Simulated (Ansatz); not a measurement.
**LaYO2F2 (built on the sites of a database entry of LaOF): from the cell to its phonons**

Wanted: phonon frequencies of LaYO2F2 (built on the sites of a database entry of LaOF) and what follows from them.

Main program and level: Ansatz 0.2.0; DFT PBE+D3(BJ), scalar-relativistic, plane waves, PAW.

The structure was built from a prototype and need not be the compound's stable phase.

## (1) Starting point

The structure is tetragonal, space group P4mm (No. 99). Conventional cell: a = 3.969 Å, b = 3.969 Å, c = 5.677 Å, α = 90.00°, β = 90.00°, γ = 90.00°. Nearest to Y lie 4 F at 2.35 Å and 4 O at 2.54 Å. Nearest to La lie 4 F at 2.35 Å and 4 O at 2.54 Å. Nearest to O lie 2 Y at 2.54 Å and 2 La at 2.54 Å. Nearest to F lie 2 La at 2.35 Å and 2 Y at 2.35 Å. Farther neighbours and most contacts between anions are not listed.

## (2) Coarse relaxation

The start is far from rest, so a relaxation with loose tolerances brings it close first.

The input, input.yaml:

```yaml
crystal:
  lattice:
    - [3.96866, 0.0, 0.0]
    - [0.0, 3.96866, 0.0]
    - [0.0, 0.0, 5.67699]
  atoms:
    - { symbol: "Y", position: [0.0, 0.5, 0.778] }
    - { symbol: La, position: [0.5, 0.0, 0.222] }
    - { symbol: O, position: [0.0, 0.0, 0.5] }
    - { symbol: O, position: [0.5, 0.5, 0.5] }
    - { symbol: F, position: [0.0, 0.0, 0.0] }
    - { symbol: F, position: [0.5, 0.5, 0.0] }
kpoints:
  mp_grid: { grid: [6, 6, 4] }
hamiltonian:
  xc: pbe
  dispersion: d3bj
scf:
  occupations: { method: gaussian, width: 0.1 }
output:
  forces: true
  stress: true
  eigenvalues: true
relax:
  adjacent_minimum: "off"
  f_tol: 0.05
  max_steps: 80
  cell: { stress_tol: 0.5 }
```

Started as:

```console
$ ansatz run input.yaml --threads 8 --pin off --max-ram 14336MiB --backend cpu --events-out ev --progress --plain --runs-dir out
```

Numbers of over 12 decimals in the logs are rounded to 6 here.

Log:

```text
The last accepted step is kept in <dir> (removed where the run ends without a failure and the disk answers)
Engine: ansatz 0.2.0, aarch64-unknown-linux-gnu
Pseudopotentials: kind: paw
Pseudopotential: Y, paw, valence charge 11, recommended cutoff 420 eV (normal), Y.paw.azcp
Pseudopotential: La, paw, valence charge 11, recommended cutoff 420 eV (normal), La.paw.azcp
[...]
cell:  # Å, volume = 88.4858 Å³
    - [3.951080, 0, 0]
    - [0, 3.951080, 0.0]
    - [0, 0.0, 5.668157]
  atoms:
    - { symbol: Y, position: [0, 0.500000, 0.710737] }
    - { symbol: La, position: [0.500000, 0, 0.285236] }
    - { symbol: O, position: [0, 0, 0.513161] }
    - { symbol: O, position: [0.500000, 0.500000, 0.513161] }
    - { symbol: F, position: [0, 0, -0.011148] }
    - { symbol: F, position: [0.500000, 0.500000, -0.011148] }
[key lines of the parts left out:]
SCF converged after 4 iterations
Free energy (F): -12864.028216 eV
Fermi energy:    10.396803 eV
P = ⅓ Tr σ = -0.0840 GPa (-0.840 kbar)
```

Run time: 9.6 s. Hardware: 8 threads of Arm Neoverse V2, shared host; peak memory 0.51 GiB.

Relaxation path:

| step | energy less that of the first step (eV) | largest force component (eV/Å) | pressure (GPa) | volume (Å³) |
| --- | --- | --- | --- | --- |
| 1 | 0.0000 | 9.0498 | -1.38 | 89.41 |
| 2 | -2.5740 | 4.5091 | -2.90 | 88.72 |
| 3 | -3.4329 | 0.6696 | 3.15 | 86.73 |
| 4 | -3.4628 | 0.3204 | 0.42 | 88.00 |
| 5 | -3.4652 | 0.1309 | 0.17 | 88.29 |
| 6 | -3.4657 | 0.0862 | -0.09 | 88.53 |
| 7 | -3.4665 | 0.0246 | -0.03 | 88.49 |
| 8* | -3.4638 | 0.0246 | -0.08 | 88.49 |

Relaxation steps marked * repeat the geometry before them on a plane-wave basis chosen anew for their cell, so energy and pressure can jump there.

Forces are held to the 8 operations that the run works with; a distortion that breaks them can't arise in this run.

| conventional cell, symmetrised | before | after | change |
| --- | --- | --- | --- |
| a (Å) | 3.969 | 3.951 | -0.4 % |
| b (Å) | 3.969 | 3.951 | -0.4 % |
| c (Å) | 5.677 | 5.668 | -0.2 % |
| volume (Å³/atom) | 14.90 | 14.75 | -1.0 % |

The atoms that moved most (Å, as changes of fractional coordinates times the final cell):

| atom | dx | dy | dz | length |
| --- | --- | --- | --- | --- |
| Y1 | 0.000 | 0.000 | -0.381 | 0.381 |
| La2 | 0.000 | 0.000 | 0.358 | 0.358 |
| O3 | 0.000 | 0.000 | 0.075 | 0.075 |
| O4 | 0.000 | 0.000 | 0.075 | 0.075 |
| F5 | 0.000 | 0.000 | -0.063 | 0.063 |
| F6 | 0.000 | 0.000 | -0.063 | 0.063 |

The relaxed structure:

```
Y La O F
1.0
     3.95108    0.00000    0.00000
     0.00000    3.95108    0.00000
     0.00000    0.00000    5.66816
Y La O F
1 1 2 2
Direct
  0.00000 0.50000 0.71074
  0.50000 0.00000 0.28524
  0.00000 0.00000 0.51316
  0.50000 0.50000 0.51316
  0.00000 0.00000 0.98885
  0.50000 0.50000 0.98885
```

Numbers from this step:

- pressure: -0.08397 GPa
- gap on the k-mesh: 4.471 eV
- volume per atom: 14.75 Å³
- direct gap on mesh: 4.791 eV

In this step the volume went from 14.90 to 14.75 Å³/atom.

## (3) Bringing the structure to rest

The cell and atoms are relaxed, since residual forces and stress would shift the frequencies.

The input, input.yaml:

```yaml
crystal:
  lattice:
    - [3.9510804624, 0.0, 0.0]
    - [0.0, 3.9510804624, 0.0]
    - [0.0, 0.0, 5.6681567893]
  atoms:
    - { symbol: "Y", position: [0.0, 0.5, 0.7107365595] }
    - { symbol: La, position: [0.5, 0.0, 0.2852361808] }
    - { symbol: O, position: [0.0, 0.0, 0.5131613403] }
    - { symbol: O, position: [0.5, 0.5, 0.5131613403] }
    - { symbol: F, position: [0.0, 0.0, -0.0111477105] }
    - { symbol: F, position: [0.5, 0.5, -0.0111477105] }
kpoints:
  mp_grid: { grid: [6, 6, 4] }
hamiltonian:
  xc: pbe
  dispersion: d3bj
scf:
  occupations: { method: gaussian, width: 0.02 }
output:
  forces: true
  stress: true
  eigenvalues: true
  write_density: true
  write_potential: true
  elf: true
  volumetric_format: npy
relax:
  adjacent_minimum: "off"
  f_tol: 0.005
  max_steps: 80
  cell: { stress_tol: 0.05 }
```

Log:

```text
[...]
Crystal: 6 atoms, lattice volume = 88.486 Å³
Basis set: ecut = 420 eV, 1739 PW (Γ), exchange–correlation on 54×54×80 points (8 copies of the dense FFT grid, shifted against one another)
Bands: 30, of which v1, the nominal top of the filled ones, is band 24 counted from 1 (23 counted from 0)
Symmetry: 8 space group operations
[...]
k-points: 30 of 144 (time reversal used)
[...]
SCF iter   1: F=—  HF=-12864.026557 eV  |F-HF|=—  |Δ(HF+E_count)|=         —  Δρ=1.62e-3  dr2=1.05e-3  ethr=1.77e-3  ⟨swp⟩=5.0  Hψ=3584  notcnv=0
[...]
SCF iter   7: F=-12864.028216 eV  HF=-12864.028216 eV  |F-HF|=4.45e-8  |Δ(HF+E_count)|=   9.16e-8  Δρ=5.92e-6  dr2=3.22e-8  ethr=2.08e-10  ⟨swp⟩=12.1  Hψ=6454  notcnv=0
SCF 1 converged in 7 iterations: F = -12864.028216 eV  dr2 = 3.22e-8
[...]
relax step   1: F+E_penalty+E_count = -12864.02821637 eV  Δ(F+E_penalty+E_count) = +0.000e0 eV  max|allowed force component| = 2.459e-2 eV/Å  Δτ_max = 0.0000 Å  P = -0.084 GPa  Ω = 88.486 Å³  (7 SCF iters, dr2 threshold 1.00e-7 eV, accepted)
Crystal: 6 atoms, lattice volume = 88.376 Å³
[...]
SCF iter   6: F=-12864.028567 eV  HF=-12864.028567 eV  |F-HF|=1.40e-8  |Δ(HF+E_count)|=   2.63e-9  Δρ=3.17e-6  dr2=8.07e-9  ethr=7.95e-11  ⟨swp⟩=6.2  Hψ=6169  notcnv=0
SCF 2 converged in 6 iterations: F = -12864.028567 eV  dr2 = 8.07e-9
relax step   2: F+E_penalty+E_count = -12864.02856737 eV  Δ(F+E_penalty+E_count) = -3.510e-4 eV  max|allowed force component| = 3.017e-2 eV/Å  Δτ_max = 0.0027 Å  P = +0.032 GPa  Ω = 88.376 Å³  energy of the carried Pulay correction = +3.562e-4 eV  (6 SCF iters, dr2 threshold 3.81e-8 eV, rejected (line search))
Crystal: 6 atoms, lattice volume = 88.414 Å³
[...]
SCF iter   8: F=-12864.028515 eV  HF=-12864.028515 eV  |F-HF|=1.09e-11  |Δ(HF+E_count)|=  2.64e-10  Δρ=6.68e-8  dr2=4.27e-12  ethr=1.00e-12  ⟨swp⟩=6.1  Hψ=4383  notcnv=0
SCF 3 converged in 8 iterations: F = -12864.028515 eV  dr2 = 4.27e-12
relax step   3: F+E_penalty+E_count = -12864.02851518 eV  Δ(F+E_penalty+E_count) = -2.988e-4 eV  max|allowed force component| = 5.804e-3 eV/Å  Δτ_max = 0.0012 Å  P = +0.010 GPa  Ω = 88.414 Å³  energy of the carried Pulay correction = +2.323e-4 eV  (8 SCF iters, accepted)
[...]
relax step   4: F+E_penalty+E_count = -12864.02851955 eV  Δ(F+E_penalty+E_count) = -4.364e-6 eV  max|allowed force component| = 5.619e-3 eV/Å  Δτ_max = 0.0004 Å  P = +0.008 GPa  Ω = 88.414 Å³  energy of the carried Pulay correction = +2.338e-4 eV  (4 SCF iters, dr2 threshold 2.11e-9 eV, accepted)
[...]
relax step   5: F+E_penalty+E_count = -12864.02849795 eV  Δ(F+E_penalty+E_count) = +2.160e-5 eV  max|allowed force component| = 1.321e-3 eV/Å  Δτ_max = 0.0004 Å  P = +0.001 GPa  Ω = 88.421 Å³  energy of the carried Pulay correction = +2.104e-4 eV  (5 SCF iters, dr2 threshold 1.97e-9 eV, accepted)
[...]
SCF iter   1: F=—  HF=-12864.028234 eV  |F-HF|=—  |Δ(HF+E_count)|=         —  Δρ=6.70e-6  dr2=9.15e-9  ethr=1.77e-7  ⟨swp⟩=3.5  Hψ=6093  notcnv=0
eigensolver tolerance schedule: the retry pair's looser diagonalisation over-reported the residual by 9290.57 of it (diagonalisation noise at 1.13 of the residual, at the tolerance the schedule requests for it); recorded, not acted on — ethr = c·dr2/N_el stays at c = 1.0e-1
[...]
SCF iter   2: F=—  HF=-12864.028343 eV  |F-HF|=—  |Δ(HF+E_count)|=   1.09e-4  Δρ=3.34e-6  dr2=4.04e-9  ethr=1.91e-11  ⟨swp⟩=3.0  Hψ=2279  notcnv=0
[...]
SCF iter   4: F=-12864.028343 eV  HF=-12864.028343 eV  |F-HF|=3.27e-11  |Δ(HF+E_count)|=   2.09e-9  Δρ=2.57e-7  dr2=3.57e-11  ethr=1.00e-12  ⟨swp⟩=5.3  Hψ=5161  notcnv=0
SCF 6 converged in 4 iterations: F = -12864.028343 eV  dr2 = 3.57e-11
relax step   6: F+E_penalty+E_count = -12864.02834347 eV  Δ(F+E_penalty+E_count) = +1.545e-4 eV  max|allowed force component| = 1.325e-3 eV/Å  Δτ_max = 0.0000 Å  P = -0.003 GPa  Ω = 88.421 Å³  stress off target by 3.94e-3 GPa  SCF on the basis re-selected at this cell (its energy is not comparable with the rows above)  (4 SCF iters)
[...]
SCF converged after 4 iterations
Free energy (F): -12864.028343 eV
[...]
Internal energy: -12864.028343 eV  (E = F + TS)
E sigma→0 (E₀):  -12864.028343 eV
Fermi energy:    10.405408 eV
[...]
--- Forces (eV/Å), atoms counted from 1 ---
  atom   1  Y      0.00000000     0.00000000    -0.00132473
  atom   2  La     0.00000000     0.00000000     0.00026821
  atom   3  O      0.00000000     0.00000000     0.00015234
  atom   4  O     -0.00000000    -0.00000000     0.00015234
  atom   5  F      0.00000000     0.00000000     0.00037557
  atom   6  F     -0.00000000     0.00000000     0.00037557
  max |Σ_I F_I| component: 6.94e-7 eV/Å
--- Stress (GPa, compression-positive) ---
       -0.003940       0.000000       0.000000
        0.000000      -0.003940      -0.000000
        0.000000      -0.000000      -0.001427
  P = ⅓ Tr σ = -0.0031 GPa (-0.031 kbar)
--- Band table (eV; the first three rows and the last of 30) ---
  k-point 0: bands = [... 20 lower, 6.7326, 7.0715, 7.8798, 7.8798, 12.7982, 13.5579, 13.7523, 13.7937, ... 2 higher]
  k-point 1: bands = [... 20 lower, 6.3542, 6.7034, 7.9427, 7.9427, 13.0436, 13.5088, 13.7879, 13.7879, ... 2 higher]
  k-point 2: bands = [... 20 lower, 6.3255, 6.3255, 8.0021, 8.0021, 13.2783, 13.4722, 13.7823, 13.7823, ... 2 higher]
  k-point 29: bands = [... 20 lower, 7.6479, 7.7185, 7.7185, 7.7898, 12.9798, 13.2479, 13.6728, 13.6728, ... 2 higher]
--- Relaxed structure (5 steps of the walk, 4 accepted, 1 SCFs on fresh bases) ---
[...]
cell:  # Å, volume = 88.4209 Å³
    - [3.949137, 0.0, 0]
    - [0.0, 3.949137, 0.0]
    - [0, 0.0, 5.669577]
  atoms:
    - { symbol: Y, position: [0, 0.500000, 0.710604] }
    - { symbol: La, position: [0.500000, 0.0, 0.284937] }
    - { symbol: O, position: [0, 0.0, 0.513307] }
    - { symbol: O, position: [0.500000, 0.500000, 0.513307] }
    - { symbol: F, position: [0, 0.0, -0.011078] }
    - { symbol: F, position: [0.500000, 0.500000, -0.011078] }
```

It took 7.1 s on 8 threads; peak memory 0.52 GiB.

Little changed from the start: no atom moved by 0.005 Å and no cell edge by 0.1 %.

This step gave:

```yaml
pressure: -0.003103 GPa
gap_on_the_k_mesh: 4.464 eV
volume_per_atom: 14.74 Å³
direct_gap_on_mesh: 4.786 eV
```

Valence density in the ac plane at fractional y = 0.000, with atoms of La and O and F within 0.2 Å of it. It is the smooth field of the valence electrons, not physical close to the nuclei.

Ten steps, logarithmic in the rise over the least value, from '0' (0 e/Å³) to '9' (12 e/Å³), each cell a mean:
```
98631000001479
87421000001357
44210000000134
22100000000012
11000000000011
22100000000112
43210000001133
66421000001346
87531100012468
88632222222478
87533344433467
65434555543345
33334555554333
22235555554322
11235555554311
11134555554211
22223555543222
54322344432235
87521122212367
98631000012479
```
Columns run along a (3.9 Å), rows up along c (5.7 Å). Atoms in or near the plane, at fractional coordinates: La at (0.50, 0.28), O at (0.00, 0.51), F at (0.00, 0.99).

Electrostatic potential energy in the ac plane at fractional y = 0.000, with atoms of La and O and F within 0.2 Å of it. With pseudopotentials it is smooth inside the atoms' cores, unlike the true potential.

Values in eV, 20 rows by 14 columns, each cell a mean:
```
-36 -30  -6  12  13  12  12  12  12  12  13  10 -16 -32
-25 -16   6  13  13  13  13  13  13  13  13  12  -1 -19
  5   9  13  13  13  13  13  13  13  13  13  13  12   8
 13  13  13  13  13  13  13  13  13  13  13  13  13  13
 13  13  13  13  13  13  13  13  13  13  13  13  13  13
 13  13  13  13  13  13  13  13  13  13  13  13  13  13
  9  11  13  13  13  13  13  13  13  13  13  13  13  10
-17  -8   8  13  13  12  12  12  12  13  13  13   4 -11
-34 -27  -3  12  12  11  10  10  10  11  12  10 -12 -30
-37 -32 -10  10   9   6   4   3   4   7  10   7 -19 -34
-33 -26  -3   8   5  -2  -8 -10  -7   0   6   7 -11 -29
 -9  -2   7   5  -5 -21 -30 -32 -29 -16  -2   6   6  -5
 10  10   8   0 -17 -33 -32 -29 -34 -30 -11   3   9  10
 12  11   7  -4 -24 -34 -17  -3 -23 -34 -18   0   9  11
 12  11   6  -4 -24 -34 -18  -5 -23 -34 -18   0   8  11
 12  11   7   0 -17 -33 -33 -30 -34 -29 -11   2   9  11
 12  11   9   5  -5 -19 -29 -31 -27 -14  -1   6  10  12
 -2   4  10   8   4  -3  -9 -11  -8  -1   5   9   9   2
-30 -22   2  10   9   6   4   4   5   7   9  10  -6 -25
-36 -32  -8  11  11  10   9   9   9  10  11   9 -18 -34
```
Columns run along a (3.9 Å; values clipped at the 3rd and 97th percentile), rows up along c (5.7 Å). Atoms in or near the plane, at fractional coordinates: La at (0.50, 0.28), O at (0.00, 0.51), F at (0.00, 0.99).

ELF in the ac plane at fractional y = 0.000, with atoms of La and O and F within 0.2 Å of it. It is the smooth field of the valence electrons, not physical close to the nuclei.

Ten even steps from '_' (0.00) to '@' (0.84), each cell a mean:
```
**%%@@##::__________==%%@@%%
@@@@%%**::__________--##@@@@
%%##**--..__________..==**%%
--::..________________..::--
____________________________
==----::..__________..::----
%%%%##++::________..--++##%%
@@@@@@##--________..==%%@@@@
**%%@@##--________..==%%@@%%
--##@@**::..--==--..--%%@@**
##%%@@++::++%%@@%%==::**@@%%
@@@@**--**@@@@@@@@%%==--##@@
%%**--==%%@@**++##@@##--==##
--::::**@@##::__--%%@@==..::
____..##@@##::__--%%@@++____
..__..++@@@@**++##@@%%--____
++==..::##@@@@@@@@@@++..::==
@@%%++..--##@@@@%%**::::**%%
%%@@%%==..::--==--....++@@@@
**%%@@**..__________--##@@##
```
Columns run along a (3.9 Å), rows up along c (5.7 Å). Atoms in or near the plane, at fractional coordinates: La at (0.50, 0.28), O at (0.00, 0.51), F at (0.00, 0.99).

In this step the volume went from 14.75 to 14.74 Å³/atom.

## (4) Tight relaxation

Phonons need a cell at rest on their own settings, so the relaxation is repeated with tight tolerances on forces and stress, using the mesh and the filling of the phonon run that follows.

input.yaml, the sections that differ from step 3:

```yaml
crystal:
  lattice:
    - [3.9491365728, 0.0, 0.0]
    - [0.0, 3.9491365728, 0.0]
    - [0.0, 0.0, 5.6695768079]
  atoms:
    - { symbol: "Y", position: [0.0, 0.5, 0.7106038291] }
    - { symbol: La, position: [0.5, 0.0, 0.2849371511] }
    - { symbol: O, position: [0.0, 0.0, 0.5133070325] }
    - { symbol: O, position: [0.5, 0.5, 0.5133070325] }
    - { symbol: F, position: [0.0, 0.0, -0.0110775227] }
    - { symbol: F, position: [0.5, 0.5, -0.0110775227] }
scf:
  occupations: { method: fixed }
relax:
  adjacent_minimum: "off"
  f_tol: 0.001
  max_steps: 60
  cell: { stress_tol: 0.01 }
# kpoints, hamiltonian, output: as in step 3
```

Log:

```text
[...]
Crystal: 6 atoms, lattice volume = 88.421 Å³
Basis set: ecut = 420 eV, 1739 PW (Γ), exchange–correlation on 54×54×80 points (8 copies of the dense FFT grid, shifted against one another)
Bands: 30, of which v1, the nominal top of the filled ones, is band 24 counted from 1 (23 counted from 0)
Symmetry: 8 space group operations
[...]
k-points: 30 of 144 (time reversal used)
[...]
cell:  # Å, volume = 88.4191 Å³
    - [3.949171, 0.0, 0]
    - [0.0, 3.949171, 0.0]
    - [0, 0.0, 5.669365]
  atoms:
    - { symbol: Y, position: [0, 0.500000, 0.710591] }
    - { symbol: La, position: [0.500000, 0.0, 0.284936] }
    - { symbol: O, position: [0, 0.0, 0.513305] }
    - { symbol: O, position: [0.500000, 0.500000, 0.513305] }
    - { symbol: F, position: [0, 0.0, -0.011069] }
    - { symbol: F, position: [0.500000, 0.500000, -0.011069] }
[key lines of the parts left out:]
SCF converged after 10 iterations
Free energy (F): -12864.028349 eV
Fermi energy:    8.173165 eV
P = ⅓ Tr σ = 0.0005 GPa (0.005 kbar)
```

Wall time 5 s (8 threads); peak memory 0.51 GiB.

Little changed from the start: no atom moved by 0.005 Å and no cell edge by 0.1 %.

This step gave:

| Item | Value |
| --- | --- |
| pressure | 4.53e-4 GPa |
| gap on the k-mesh | 4.465 eV |

Electrostatic potential energy in the ac plane at fractional y = 0.000, with atoms of La and O and F within 0.2 Å of it. With pseudopotentials it is smooth inside the atoms' cores, unlike the true potential.

Ten even steps from '0' (-37 eV) to '9' (13 eV), each cell a mean:
```
01699999999940
24899999999973
89999999999998
99999999999999
99999999999999
99999999999999
99999999999999
35899999999985
01699999999941
00599887889830
02688655578851
56886310146886
99873001015799
99862036203799
99862036203789
99874001015799
99986311147899
68988655578997
13799888889962
01599999999930
```
Columns run along a (3.9 Å; values clipped at the 3rd and 97th percentile), rows up along c (5.7 Å). Atoms in or near the plane, at fractional coordinates: La at (0.50, 0.28), O at (0.00, 0.51), F at (0.00, 0.99).

Valence density in the ac plane at fractional y = 0.000, with atoms of La and O and F within 0.2 Å of it. It is the smooth field of the valence electrons, not physical close to the nuclei.

Ten steps, logarithmic in the rise over the least value, from '0' (0 e/Å³) to '9' (12 e/Å³), each cell a mean:
```
98631000001479
87421000001357
44210000000134
22100000000012
11000000000011
22100000000112
43210000001133
66421000001346
87531100012468
88632222222478
87533344433467
65434555543345
33334555554333
22235555554322
11235555554311
11134555554211
22223555543222
54322344432235
87521122212367
98631000012479
```
Columns run along a (3.9 Å), rows up along c (5.7 Å). Atoms in or near the plane, at fractional coordinates: La at (0.50, 0.28), O at (0.00, 0.51), F at (0.00, 0.99).

ELF in the ac plane at fractional y = 0.000, with atoms of La and O and F within 0.2 Å of it. It is the smooth field of the valence electrons, not physical close to the nuclei.

Values, 20 rows by 14 columns, each cell a mean:
```
0.58 0.73 0.79 0.61 0.25 0.03 0.01 0.01 0.01 0.07 0.35 0.69 0.80 0.69
0.77 0.80 0.74 0.53 0.22 0.03 0.01 0.01 0.01 0.07 0.30 0.61 0.78 0.79
0.70 0.66 0.51 0.29 0.11 0.02 0.01 0.00 0.01 0.04 0.15 0.36 0.57 0.67
0.29 0.25 0.16 0.08 0.03 0.01 0.01 0.00 0.01 0.02 0.04 0.10 0.20 0.26
0.07 0.07 0.06 0.05 0.03 0.01 0.01 0.01 0.01 0.02 0.03 0.05 0.06 0.07
0.34 0.32 0.26 0.17 0.09 0.03 0.01 0.01 0.01 0.05 0.11 0.20 0.28 0.32
0.72 0.70 0.60 0.44 0.21 0.05 0.02 0.01 0.02 0.09 0.28 0.49 0.64 0.71
0.79 0.81 0.77 0.61 0.30 0.06 0.02 0.02 0.03 0.11 0.39 0.67 0.80 0.81
0.56 0.73 0.81 0.66 0.28 0.06 0.05 0.05 0.05 0.10 0.39 0.73 0.81 0.68
0.33 0.64 0.80 0.58 0.21 0.17 0.32 0.39 0.28 0.14 0.29 0.69 0.79 0.55
0.62 0.75 0.76 0.42 0.23 0.50 0.73 0.79 0.69 0.39 0.23 0.54 0.80 0.72
0.81 0.78 0.54 0.28 0.51 0.79 0.83 0.84 0.83 0.73 0.41 0.32 0.65 0.80
0.70 0.57 0.29 0.36 0.72 0.77 0.58 0.48 0.64 0.79 0.63 0.28 0.36 0.62
0.31 0.21 0.17 0.52 0.79 0.61 0.17 0.05 0.27 0.73 0.77 0.39 0.14 0.24
0.07 0.06 0.16 0.59 0.82 0.63 0.18 0.05 0.28 0.75 0.80 0.45 0.09 0.06
0.10 0.07 0.11 0.47 0.80 0.79 0.56 0.43 0.63 0.82 0.75 0.33 0.07 0.08
0.47 0.35 0.14 0.22 0.62 0.83 0.83 0.81 0.83 0.79 0.50 0.15 0.20 0.40
0.77 0.71 0.43 0.15 0.26 0.61 0.76 0.79 0.74 0.50 0.19 0.20 0.55 0.73
0.74 0.79 0.73 0.36 0.10 0.17 0.34 0.40 0.30 0.12 0.13 0.49 0.79 0.78
0.52 0.71 0.79 0.56 0.16 0.04 0.06 0.08 0.06 0.06 0.26 0.66 0.80 0.66
```
Columns run along a (3.9 Å), rows up along c (5.7 Å). Atoms in or near the plane, at fractional coordinates: La at (0.50, 0.28), O at (0.00, 0.51), F at (0.00, 0.99).

The largest force component left is 0.45 meV/Å and the pressure is 0.000 GPa, within the tolerances set. The cell now holds 14.74 Å³/atom.

[end of part 1 of 3]

[Logs are printed without paths, hosts, clocks, repeated set-up lines and the standing remarks that a program may print on its own settings, such as how far it seeks lower states.]

[Hosts, paths, dates, database ids (printed as entryN), source tags and the programs' standing remarks are cut or masked in the printed files.]
